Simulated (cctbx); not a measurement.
## Interatomic vectors of Pr2DyGeRh3Pb2

Space group Imm2 (no. 44), a = 4.6980 Å, b = 22.4330 Å, c = 8.1040 Å, α = 90.00°, β = 90.00°, γ = 90.00°, content Pb8 Dy4 Pr8 Rh12 Ge4.

The data are simulated with cctbx, not measured: Cu Kα, λ = 1.54184 Å, to d = 0.8 Å, 70 % of the full sphere, strongest reflection 70000 counts, noise from counting, a 4 % proportional error and a noise floor of 4 counts (s.d.); no absorption.

Patterson synthesis, origin scaled to 1000:

```text
Patterson group I m m m
      u       v       w   height  length (A)
  0.000   0.000   0.000   1000.0     0.00
  0.000   0.334   0.000    766.1     7.49
  0.000   0.401   0.374    268.9     9.50
  0.000   0.067   0.377    268.6     3.40
  0.000   0.234   0.298    256.5     5.79
  0.000   0.193   0.000    251.3     4.34
  0.000   0.099   0.295    249.7     3.27
  0.000   0.265   0.377    249.0     6.69
  0.000   0.169   0.326    248.7     4.62
  0.000   0.431   0.297    248.2     9.97
  0.000   0.467   0.000    245.2    10.48
  0.000   0.134   0.000    219.5     3.01
  0.000   0.500   0.330    217.6    11.53
  0.000   0.417   0.334    180.8     9.74
```

Q: Assign the vectors.

A peak at u stands for all pairs with xi − xj = u, with weight Σ ZiZj against Σ Z² = 127460 at the origin. Peak heights follow these weights only roughly, since form factors, motion and series ripples differ, all vectors within 0.55 Å of a peak are counted as merged into it though the farther ones add only part of their weight, and F(000) is left out, which lowers the whole map:

| u | v | w | shortest length (Å) | height | 1000 ΣZiZj/ΣZ² | pairs in the cell |
| --- | --- | --- | --- | --- | --- | --- |
| 0.000 | 0.334 | 0.000 | 5.98 | 766 | 893 | 12 × Pb–Rh, 6 × Pr–Pr, 4 × Dy–Pr, 4 × Pb–Ge, 2 × Dy–Dy, 4 × Rh–Rh, 4 × Rh–Ge |
| 0.000 | 0.401 | 0.374 | 3.39 | 269 | 315 | 4 × Pb–Pr, 4 × Pr–Rh, 2 × Dy–Rh, 2 × Dy–Ge |
| 0.000 | 0.067 | 0.377 | 3.40 | 269 | 320 | 2 × Pb–Dy, 4 × Pr–Rh, 2 × Pb–Pr, 2 × Dy–Rh, 2 × Pr–Ge |
| 0.000 | 0.234 | 0.298 | 5.78 | 256 | 316 | 4 × Pb–Pr, 4 × Dy–Rh, 2 × Pr–Rh, 2 × Pr–Ge |
| 0.000 | 0.193 | 0.000 | 4.33 | 251 | 298 | 4 × Pb–Rh, 2 × Pb–Pb, 4 × Rh–Ge, 2 × Rh–Rh |
| 0.000 | 0.099 | 0.295 | 3.26 | 250 | 320 | 2 × Pb–Dy, 4 × Pr–Rh, 2 × Pb–Pr, 2 × Dy–Rh, 2 × Pr–Ge |
| 0.000 | 0.265 | 0.377 | 5.86 | 249 | 319 | 6 × Pr–Rh, 2 × Pb–Dy, 2 × Pb–Pr, 2 × Dy–Ge |
| 0.000 | 0.169 | 0.326 | 4.62 | 249 | 291 | 2 × Pb–Pb, 4 × Rh–Rh, 2 × Pb–Rh, 2 × Pb–Ge, 2 × Rh–Ge |
| 0.000 | 0.431 | 0.297 | 3.26 | 248 | 320 | 2 × Pb–Dy, 4 × Pr–Rh, 2 × Pb–Pr, 2 × Dy–Rh, 2 × Pr–Ge |
| 0.000 | 0.467 | 0.000 | 4.74 | 245 | 283 | 2 × Pb–Pb, 6 × Rh–Rh, 4 × Pb–Ge |

The table stops at ten peaks or at a height of 45, below which ripples compete. In the model behind the data Pb, the heaviest element, has 2 independent sites: (1/2, 0.0937, 0.3521) and (1/2, 0.2681, 0.6697), up to an allowed shift of origin; the Pb–Pb vectors are differences of these positions and their symmetry mates. The whole model:

```csv
atom,mult.,x,y,z,Ueq (Å²)
Pb1,4,1/2,0.0937,0.3521,0.0112
Pb2,4,1/2,0.2681,0.6697,0.0138
Dy1,4,1/2,0.1633,0.9644,0.0147
Pr1,4,1/2,0.3325,0.0446,0.0149
Pr2,2,1/2,0,0.0542,0.0152
Pr3,2,0,0,0.4770,0.0149
Rh1,4,1/2,0.0709,0.6772,0.0162
Rh2,4,1/2,0.2333,0.3322,0.0142
Rh3,4,1/2,0.3951,0.6740,0.0158
Ge1,4,1/2,0.4345,0.3382,0.0182
```

The model was made for the exercise: a known structure type with other elements put in, its volume estimated, not relaxed; displacement parameters are assumed.

[Logs are printed without paths, hosts, clocks, repeated set-up lines and the standing remarks that a program may print on its own settings, such as how far it seeks lower states.]
